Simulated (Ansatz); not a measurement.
**How many bands does the GW gap of Sb2Se3 (Antimonselite) need?**

Aim: see how the G0W0 gap of Sb2Se3 (Antimonselite) on PBE moves with empty bands and screening cutoff, and what each rung costs.

Main program and level: Ansatz 0.2.0; G0W0 on PBE, plane waves, PAW.

**1. Set-up**

Symmetry: Pnma, No. 62, orthorhombic system. The conventional cell has a = 11.770 Å, b = 3.962 Å, c = 11.620 Å, α = 90.00°, β = 90.00°, γ = 90.00°. Sb has 6 Se at 2.66 to 3.26 Å nearest. Nearest to Sb lie 5 Se at 2.58 to 2.98 Å. Nearest to Se lie 5 Sb at 2.58 to 3.22 Å. Se has 3 Sb at 2.66 to 3.26 Å nearest. Se has 3 Sb at 2.66 to 2.78 Å nearest. Farther neighbours and most contacts between anions are not listed.

The cell and positions come from the Crystallography Open Database and are kept as given unless a step says otherwise. Spin-orbit coupling is left out unless a step names it. The default PAW set here is soft_2. Its files were made with PBE.

**2. 233 empty bands, screening to 33 eV**

Now the one-shot GW correction: screening in the RPA, then the self-energy of the levels asked for.

input.yaml reads:

```yaml
crystal:
  lattice:
    - [11.77, 0.0, 0.0]
    - [0.0, 3.962, 0.0]
    - [0.0, 0.0, 11.62]
  atoms:
    - { symbol: Sb, position: [0.0305, 0.25, 0.328] }
    - { symbol: Sb, position: [0.9695, 0.75, 0.672] }
    - { symbol: Sb, position: [0.4695, 0.75, 0.828] }
    - { symbol: Sb, position: [0.5305, 0.25, 0.172] }
    - { symbol: Sb, position: [0.1478, 0.75, 0.0397] }
    - { symbol: Sb, position: [0.8522, 0.25, 0.9603] }
    - { symbol: Sb, position: [0.3522, 0.25, 0.5397] }
    - { symbol: Sb, position: [0.6478, 0.75, 0.4603] }
    - { symbol: Se, position: [0.0534, 0.25, 0.8732] }
    - { symbol: Se, position: [0.9466, 0.75, 0.1268] }
    - { symbol: Se, position: [0.4466, 0.75, 0.3732] }
    - { symbol: Se, position: [0.5534, 0.25, 0.6268] }
    - { symbol: Se, position: [0.1302, 0.75, 0.4434] }
    - { symbol: Se, position: [0.8698, 0.25, 0.5566] }
    - { symbol: Se, position: [0.3698, 0.25, 0.9434] }
    - { symbol: Se, position: [0.6302, 0.75, 0.0566] }
    - { symbol: Se, position: [0.2132, 0.25, 0.1935] }
    - { symbol: Se, position: [0.7868, 0.75, 0.8065] }
    - { symbol: Se, position: [0.2868, 0.75, 0.6935] }
    - { symbol: Se, position: [0.7132, 0.25, 0.3065] }
kpoints:
  mp_grid: { grid: [2, 4, 2] }
hamiltonian:
  xc: pbe
scf:
  occupations: { method: fixed }
gw:
  n_empty_bands: 233
  ecut_chi: 33
  qp_bands: [v2, c2]
  qp_kpoints: band_edges
  screening: { model: contour_deformation }
```

Command:

```bash
$ ansatz run input.yaml --threads 32 --pin off --max-ram 82944MiB --backend cuda --events-out ev --progress --plain --runs-dir out --devices 1 --max-vram 78GiB
```

Numbers of over 12 decimals in the logs are rounded to 6 here.

Log:

```text
GPUs: using 1 of 1 available (devices: 1).
Engine: ansatz 0.2.0, aarch64-unknown-linux-gnu
Pseudopotentials: kind: paw
Pseudopotential: Sb, paw, valence charge 15, recommended cutoff 420 eV (normal), Sb.paw.azcp
Pseudopotential: Se, paw, valence charge 16, recommended cutoff 420 eV (normal), Se.paw.azcp
Functional definition: PBE
  parameter kappa = 0.804
  parameter beta = 0.066725
  exchange = pbe_x(kappa = kappa, mu = beta*pi^2/3)
  correlation = pbe_c(beta = beta)
device memory: the entry about to start is reckoned to put 16.4 GiB on a device that reports 181.7 GiB free (of which the cap on the GPU budget leaves the run 78.0 GiB)
GPU FFT provider: cuFFT
GPU libraries: cuBLAS 13.8.1, cuFFT 12.4.0, cuSOLVER 12.3.2
GPU matrix products: emulated (plane waves: as basis.precision tells), large ones in fixed point in workspaces of 1.00 GiB
Crystal: 20 atoms, lattice volume = 541.872 Å³
Basis set: ecut = 420 eV, 10641 PW (Γ)
Bands: 188, of which v1, the nominal top of the filled ones, is band 156 counted from 1 (155 counted from 0)
Symmetry: 8 space group operations
Space group: Pnma (ITA 62), of the structure as read, at distance tolerance 8.2e-5 Å
k-points: 12 of 16
Non-local potential: Sb, projectors of the file, l = 0: 2, l = 1: 2, l = 2: 2, l = 3: 2
Non-local potential: Se, projectors of the file, l = 0: 2, l = 1: 2, l = 2: 3, l = 3: 1
PAW form: soft (Blöchl's): semilocal exchange-correlation on the pseudo side does not see the compensation charge
PAW one-centre angular grid: Sb, 590 points (default); XC on 64 Gauss nodes
PAW one-centre angular grid: Se, 590 points (default); XC on 64 Gauss nodes
Initial density: superposition of atomic densities (neutral atoms: chi_scale 0, normalization atom), corrected by the library's trained network
Initial wavefunctions: pseudopotential atomic-orbital guess
GPU buffer pool allocated for 172800 grid points (all kernels)
GPU transforms: local potential and band sums: pruned to the plane-wave sphere, on 80×27×80
Functional: x = pbe(κ = 0.804, μ = 0.219515), c = pbe(β = 0.066725)
SCF iter   1: F=—  HF=-117509.741574 eV  |F-HF|=—  |Δ(HF+E_count)|=         —  Δρ=1.47e-3  dr2=1.99e-2  ethr=1.77e-3  ⟨swp⟩=5.0  Hψ=6954  notcnv=0  defer=340
preconditioner: auto → Resta (q_TF=auto, 2.488 Å⁻¹)  ε∞=4.2  [insulator: Δε(μ)=1.045 eV  Ē_g=9.373 eV  n_scr=142 (ndim 8)  ℏωp=16.9 eV  f_vac=0.051  ε∞_Penn≈4.2]
SCF iter   2: F=—  HF=-117509.736178 eV  |F-HF|=—  |Δ(HF+E_count)|=   5.40e-3  Δρ=8.21e-4  dr2=3.71e-3  ethr=6.37e-6  ⟨swp⟩=2.0  Hψ=4426  notcnv=0  defer=356
SCF iter   3: F=—  HF=-117509.737848 eV  |F-HF|=—  |Δ(HF+E_count)|=   1.67e-3  Δρ=2.67e-4  dr2=3.49e-4  ethr=1.19e-6  ⟨swp⟩=2.0  Hψ=3843  notcnv=0  defer=356
SCF iter   4: F=—  HF=-117509.738025 eV  |F-HF|=—  |Δ(HF+E_count)|=   1.77e-4  Δρ=1.14e-4  dr2=7.95e-5  ethr=1.12e-7  ⟨swp⟩=2.0  Hψ=3815  notcnv=0  defer=327
SCF iter   5: F=—  HF=-117509.738107 eV  |F-HF|=—  |Δ(HF+E_count)|=   8.21e-5  Δρ=3.62e-5  dr2=1.31e-5  ethr=2.55e-8  ⟨swp⟩=2.3  Hψ=3083  notcnv=0  defer=313
SCF iter   6: F=—  HF=-117509.738116 eV  |F-HF|=—  |Δ(HF+E_count)|=   9.44e-6  Δρ=1.65e-5  dr2=2.55e-6  ethr=4.21e-9  ⟨swp⟩=2.0  Hψ=3815  notcnv=0  defer=313
SCF iter   7: F=—  HF=-117509.738121 eV  |F-HF|=—  |Δ(HF+E_count)|=   5.11e-6  Δρ=4.86e-6  dr2=2.59e-7  ethr=8.17e-10  ⟨swp⟩=2.0  Hψ=3815  notcnv=0  defer=313
SCF iter   8: F=-117509.738122 eV  HF=-117509.738122 eV  |F-HF|=2.58e-8  |Δ(HF+E_count)|=   4.66e-7  Δρ=2.35e-6  dr2=7.01e-8  ethr=3.21e-11  ⟨swp⟩=11.6  Hψ=11409  notcnv=0
SCF 1 converged in 8 iterations: F = -117509.738122 eV  dr2 = 7.01e-8
  greatest PAW one-centre occupation: 1.000 electrons in one spin orbital (limit 2), on the Se atom at site 11 (counted from 0), in its partial waves of l = 2
device memory: the entry about to start is reckoned to put 19.6 GiB (of the 21.1 GiB reckoned in all, the device holds 1.6 GiB already) on a device that reports 172.6 GiB free (of which the cap on the GPU budget leaves the run 76.5 GiB)
NSCF: frozen V_eff on 12 k-points
the band table was solved once the SCF had ended and its energy, with any forces and stress, was formed, with the checks that follow a solve (7787 applications of the Hamiltonian). They found nothing against the state; the energy, forces and stress were not computed again (output.eigenvalues in the input reference)
device memory: the entry about to start is reckoned to put 19.5 GiB on a device that reports 174.1 GiB free (of which the cap on the GPU budget leaves the run 78.0 GiB)
NSCF: frozen V_eff on 12 k-points
G₀W₀ screening: q 1/12
[... further progress lines ...]
SCF converged after 8 iterations
Free energy (F): -117509.738122 eV
Harris-Foulkes:  -117509.738122 eV  (|F-HF|=2.58e-8)
Internal energy: -117509.738122 eV  (E = F + TS)
E sigma→0 (E₀):  -117509.738122 eV
Fermi energy:    8.405771 eV
--- Per-component energies (eV) ---
  E_band       = -5978.715803
  E_kinetic    = 3076.188655
  E_local      = -43009.821199  (includes V_loc(G=0)·N_el)
  E_nonlocal   = -4254.685800
  E_hartree    = 20735.408655
  E_xc         = -2360.789317
  E_vxc        = -1950.722149  (∫ρ·V_xc dr)
  E_paw        = -59528.590847  (= ΣΔE_a)
  E_vpaw       = -1310.472795  (= ΣTr[D̂ρ^β])
  E_aug_tail   = -0.007070  (compensation charges beyond the density's cutoff)
  E_ewald      = -32167.441200
  E_smearing   = -0.000000  (= −TS)
  E_closure    = -0.000000  (closes the sum)
  Σ components = -117509.738122   (vs F -117509.738122, Δ=0.00e0)
--- Band table (eV; the first three rows and the last of 12) ---
[... rows of the band table ...]
--- G₀W₀: contour deformation, 6 samples at zero and on the imaginary axis and 1 off it, 16 q-points, 233 empty bands' worth ---
  eigenvalues of the whole cell's RPA ε∞ on this k-mesh (on a slab, of 1 + 4πα/V) = 11.9276, 18.4358, 19.0809; static W/v taken at q = 0 is 0.058594
  bands read: the sum over 389 bands ends inside a degenerate multiplet in 10 slots, whose members it reads at an even weight; the widest, k=10: bands 389 to 392 (counted from 1) at 1/4 each
  gw.qp_kpoints: band_edges: 11 of 12 stored k-points solved, in 1 pass; an edge of the gap read off the rows below is read off those points alone
    valence top: of the k-points left out ik 11 came nearest to being solved in a further pass, in band 156 (counted from 1, as in the quasiparticle table): it holds the edge there only if its correction is more favourable than any solved in that band by at least 0.736 eV; those differ by 0.171 eV
    conduction bottom: of the k-points left out ik 11 came nearest to being solved in a further pass, in band 157 (counted from 1, as in the quasiparticle table): it holds the edge there only if its correction is more favourable than any solved in that band by at least 0.662 eV; those differ by 0.129 eV
    ik  band        ε_KS         Σx   Σc(E_QP)       V_xc       Z   E_QP_lin       E_QP  E_QP is
     0   155      8.2755   -16.1483     1.5947   -14.9188  0.7540     8.6385     8.6407  root
     0   156      8.3431   -16.0236     1.3063   -15.1687  0.7581     8.7918     8.7945  root
     0   157      9.5311    -9.8169    -2.5161   -12.8790  0.7761    10.0817    10.0772  root
     0   158      9.6402   -10.1519    -2.8567   -13.7072  0.7730    10.3502    10.3388  root
     1   155      8.3211   -16.7214     1.8819   -15.2012  0.7512     8.6805     8.6827  root
     1   156      8.3211   -16.7214     1.8819   -15.2012  0.7512     8.6805     8.6827  root
     1   157      9.4348   -10.0071    -2.6005   -13.2115  0.7729    10.0453    10.0388  root
     1   158      9.4348   -10.0071    -2.6005   -13.2115  0.7729    10.0453    10.0388  root
     2   155      8.0784   -16.3152     1.8440   -14.8046  0.7510     8.4098     8.4118  root
     2   156      8.0977   -16.7287     1.9718   -15.0948  0.7505     8.4335     8.4356  root
     2   157      9.6984    -9.6065    -2.6084   -12.7586  0.7728    10.2471    10.2420  root
     2   158     10.0527   -10.1290    -2.8341   -13.6584  0.7711    10.7579    10.7479  root
     3   155      8.1487   -16.7022     1.9764   -15.0577  0.7501     8.4786     8.4806  root
     3   156      8.1487   -16.7022     1.9764   -15.0577  0.7501     8.4786     8.4806  root
     3   157      9.9585    -9.8313    -2.7715   -13.2514  0.7710    10.6158    10.6071  root
     3   158      9.9585    -9.8313    -2.7715   -13.2514  0.7710    10.6158    10.6071  root
     4   155      8.1071   -16.4829     1.8550   -14.9709  0.7525     8.4480     8.4501  root
     4   156      8.1071   -16.4829     1.8550   -14.9709  0.7525     8.4480     8.4501  root
     4   157     10.1720    -9.3292    -2.8654   -12.8189  0.7704    10.8044    10.7963  root
     4   158     10.1720    -9.3292    -2.8654   -12.8189  0.7704    10.8044    10.7963  root
     5   155      7.8888   -16.6446     2.1193   -14.8056  0.7457     8.1676     8.1692  root
     5   156      7.8888   -16.6446     2.1193   -14.8056  0.7457     8.1676     8.1692  root
     5   157      9.9062    -9.9117    -2.7465   -13.2873  0.7712    10.5427    10.5353  root
     5   158      9.9062    -9.9117    -2.7465   -13.2873  0.7712    10.5427    10.5353  root
[...]
9   155      8.0885   -16.7167     1.9621   -15.0923  0.7499     8.4241     8.4262  root
     9   156      8.0885   -16.7167     1.9621   -15.0923  0.7499     8.4241     8.4262  root
     9   157     10.1484    -9.8354    -2.8599   -13.3677  0.7691    10.8306    10.8207  root
     9   158     10.1484    -9.8354    -2.8599   -13.3677  0.7691    10.8306    10.8207  root
    10   155      7.9497   -16.4844     2.0477   -14.7253  0.7464     8.2367     8.2383  root
    10   156      7.9497   -16.4844     2.0477   -14.7253  0.7464     8.2367     8.2383  root
    10   157     10.3136    -9.7693    -2.9004   -13.3144  0.7675    10.9680    10.9584  root
    10   158     10.3136    -9.7693    -2.9004   -13.3144  0.7675    10.9680    10.9584  root
```

The job ended after 30 s (1 × NVIDIA GB200 (shared by 2 runs) with 32 threads of Arm Neoverse V2, shared host; peak memory 2.8 GiB).

This step gave:

```yaml
bands_summed: 389
rpa_eps_infinity_on_this_mesh_eigenvalues: 11.93, 18.44, 19.08
plane_waves_in_the_screening_matrix: 235
q_points_in_the_mesh: 16
g0w0_gap_on_the_mesh: 1.244 eV
k_of_the_valence_top: 0, 0, 0
k_of_the_conduction_bottom: 0, 0, -0.5
starting_gap_on_the_mesh: 1.029 eV
z_at_the_valence_top: 0.7581
z_at_the_conduction_bottom: 0.7729
least_direct_g0w0_gap_on_the_computed_points: 1.283 eV
```

The gap on the mesh goes from 1.03 eV to 1.24 eV, a correction of +0.22 eV, though a band edge has moved to another state.

**3. 659 empty bands, screening to 66 eV**

Another rung: the empty bands reach about as high as the screening cutoff, so the two stay in balance.

input.yaml: that of step 2 with these lines changed.

```diff
@@ -33,4 +33,4 @@
 gw:
-  n_empty_bands: 233
-  ecut_chi: 33
+  n_empty_bands: 659
+  ecut_chi: 66
   qp_bands: [v2, c2]
```

Log:

```text
GPUs: using 1 of 1 available (devices: 1).
[...]
GPU FFT provider: cuFFT
GPU libraries: cuBLAS 13.8.1, cuFFT 12.4.0, cuSOLVER 12.3.2
[...]
Crystal: 20 atoms, lattice volume = 541.872 Å³
Basis set: ecut = 420 eV, 10641 PW (Γ)
Bands: 188, of which v1, the nominal top of the filled ones, is band 156 counted from 1 (155 counted from 0)
Symmetry: 8 space group operations
[...]
k-points: 12 of 16
[...]
GPU buffer pool allocated for 172800 grid points (all kernels)
[...]
SCF iter   1: F=—  HF=-117509.741574 eV  |F-HF|=—  |Δ(HF+E_count)|=         —  Δρ=1.47e-3  dr2=1.99e-2  ethr=1.77e-3  ⟨swp⟩=5.0  Hψ=6954  notcnv=0  defer=340
[...]
SCF iter   8: F=-117509.738122 eV  HF=-117509.738122 eV  |F-HF|=2.58e-8  |Δ(HF+E_count)|=   4.66e-7  Δρ=2.35e-6  dr2=7.01e-8  ethr=3.21e-11  ⟨swp⟩=11.6  Hψ=11409  notcnv=0
SCF 1 converged in 8 iterations: F = -117509.738122 eV  dr2 = 7.01e-8
[...]
NSCF: frozen V_eff on 12 k-points
[...]
WARN: eigensolver did not converge (k=6): 2 band(s) unlocked after 6 eigensolves, warm-restarted (20 sweeps on the last) at ethr=1.25e-11 eV (storage-precision floor; scheduled 1.00e-12 eV) (lowest unlocked band 818, counted from 0; max residual 4.47e-4 eV among the unlocked bands, 4.47e-4 eV over every band; other slots of this pass that fall short are told together in one closing line; warning suppressed until the next SCF loop or pass starts)
G₀W₀ screening: q 1/12
[... further progress lines ...]
SCF converged after 8 iterations
Free energy (F): -117509.738122 eV
[...]
Internal energy: -117509.738122 eV  (E = F + TS)
E sigma→0 (E₀):  -117509.738122 eV
Fermi energy:    8.405771 eV
[...]
--- Band table (eV; the first three rows and the last of 12) ---
[... rows of the band table ...]
[...]
band pass: the eigensolver left bands unlocked in 1 slot; of largest residual, k=6: 1 band unlocked, the lowest band 819 (counted from 1), max residual 6.72e-5 eV over all its bands; `*` marks the rows of those k-points, and any row can be off: every row's sums read bands of every k-point
[...]
0   155      8.2755   -16.1483     1.1772   -14.9188  0.7467     8.2232     8.2233  root
     0   156      8.3431   -16.0236     0.8721   -15.1687  0.7506     8.3603     8.3603  root
     0   157      9.5311    -9.8169    -2.8639   -12.8790  0.7704     9.7298     9.7293  root
     0   158      9.6402   -10.1519    -3.2258   -13.7072  0.7667     9.9716     9.9697  root
     1   155      8.3211   -16.7214     1.4585   -15.2012  0.7435     8.2592     8.2593  root
     1   156      8.3211   -16.7214     1.4585   -15.2012  0.7435     8.2592     8.2593  root
     1   157      9.4348   -10.0071    -2.9644   -13.2115  0.7670     9.6758     9.6749  root
     1   158      9.4348   -10.0071    -2.9644   -13.2115  0.7670     9.6758     9.6749  root
[...]
6   155      8.4058   -16.2099     1.2482   -14.9043  0.7460     8.3482     8.3483  root *
     6   156      8.4058   -16.2099     1.2482   -14.9043  0.7460     8.3482     8.3483  root *
     6   157      9.5840   -10.2371    -3.0310   -13.5594  0.7666     9.8766     9.8753  root *
     6   158      9.5840   -10.2371    -3.0310   -13.5594  0.7666     9.8766     9.8753  root *
[...]
10   155      7.9497   -16.4844     1.6435   -14.7253  0.7393     7.8339     7.8342  root
    10   156      7.9497   -16.4844     1.6435   -14.7253  0.7393     7.8339     7.8342  root
    10   157     10.3136    -9.7693    -3.2661   -13.3144  0.7616    10.5942    10.5927  root
    10   158     10.3136    -9.7693    -3.2661   -13.3144  0.7616    10.5942    10.5927  root
```

Run time: 49 s. Hardware: 1 × NVIDIA GB200 (shared by 2 runs) with 32 threads; peak memory 4.5 GiB; 2.1 min of CPU time.

This step gave:

```
bands summed                                 : 815
RPA ε∞ on this mesh (eigenvalues)            : 11.74, 17.77, 18.51
plane waves in the screening matrix          : 665
q-points in the mesh                         : 16
G0W0 gap on the mesh                         : 1.315 eV
k of the valence top                         : 0, 0, 0
k of the conduction bottom                   : 0, 0, -0.5
starting gap on the mesh                     : 1.029 eV
Z at the valence top                         : 0.7506
Z at the conduction bottom                   : 0.7670
least direct G0W0 gap on the computed points : 1.369 eV
```

Against the run with 2×4×2 mesh, 233 empty bands, screening to 33 eV, the gap moves by +0.07 eV.

**4. 1419 empty bands, screening to 110 eV**

input.yaml: that of step 3 with these lines changed.

```diff
@@ -33,4 +33,4 @@
 gw:
-  n_empty_bands: 659
-  ecut_chi: 66
+  n_empty_bands: 1419
+  ecut_chi: 110.0
   qp_bands: [v2, c2]
```

Log:

```text
GPUs: using 1 of 1 available (devices: 1).
[...]
GPU FFT provider: cuFFT
GPU libraries: cuBLAS 13.8.1, cuFFT 12.4.0, cuSOLVER 12.3.2
[...]
Crystal: 20 atoms, lattice volume = 541.872 Å³
Basis set: ecut = 420 eV, 10641 PW (Γ)
Bands: 188, of which v1, the nominal top of the filled ones, is band 156 counted from 1 (155 counted from 0)
Symmetry: 8 space group operations
[...]
k-points: 12 of 16
[...]
1   158      9.4348   -10.0071    -3.1925   -13.2115  0.7653     9.4468     9.4468  root
[...]
10   155      7.9497   -16.4844     1.3779   -14.7253  0.7365     7.5650     7.5686  root
    10   156      7.9497   -16.4844     1.3779   -14.7253  0.7365     7.5650     7.5686  root
    10   157     10.3136    -9.7693    -3.4959   -13.3144  0.7597    10.3629    10.3628  root
    10   158     10.3136    -9.7693    -3.4959   -13.3144  0.7597    10.3629    10.3628  root
[key lines of the parts left out:]
SCF converged after 8 iterations
Free energy (F): -117509.738122 eV
Fermi energy:    8.405771 eV
```

The job ended after 1.9 min (1 × NVIDIA GB200 (shared by 2 runs) with 32 threads; peak memory 8.8 GiB).

This step gave:

| Quantity | Value |
| --- | --- |
| bands summed | 1575 |
| RPA ε∞ on this mesh (eigenvalues) | 11.72, 17.69, 18.45 |
| plane waves in the screening matrix | 1449 |
| G0W0 gap on the mesh | 1.371 eV |
| k of the valence top | 0, 0, 0 |
| k of the conduction bottom | 0, 0, -0.5 |
| starting gap on the mesh | 1.029 eV |
| least direct G0W0 gap on the computed points | 1.431 eV |

Against the run with 2×4×2 mesh, 659 empty bands, screening to 66 eV, the gap moves by +0.06 eV.

[end of part 1 of 2]

[Paths, hosts, dates, memory and timing lines, banners, echoed tables and standing remarks are left out of the program output.]

[Logs are printed without paths, hosts, clocks, repeated set-up lines and the standing remarks that a program may print on its own settings, such as how far it seeks lower states.]

[Runs of the session that timed out or met a known fault of the program may be left out.]

[Cells called generated may have been cut or substituted from an entry of the Crystallography Open Database or the Materials Project.]

[Hosts, paths, dates, database ids (printed as entryN), source tags and the programs' standing remarks are cut or masked in the printed files.]
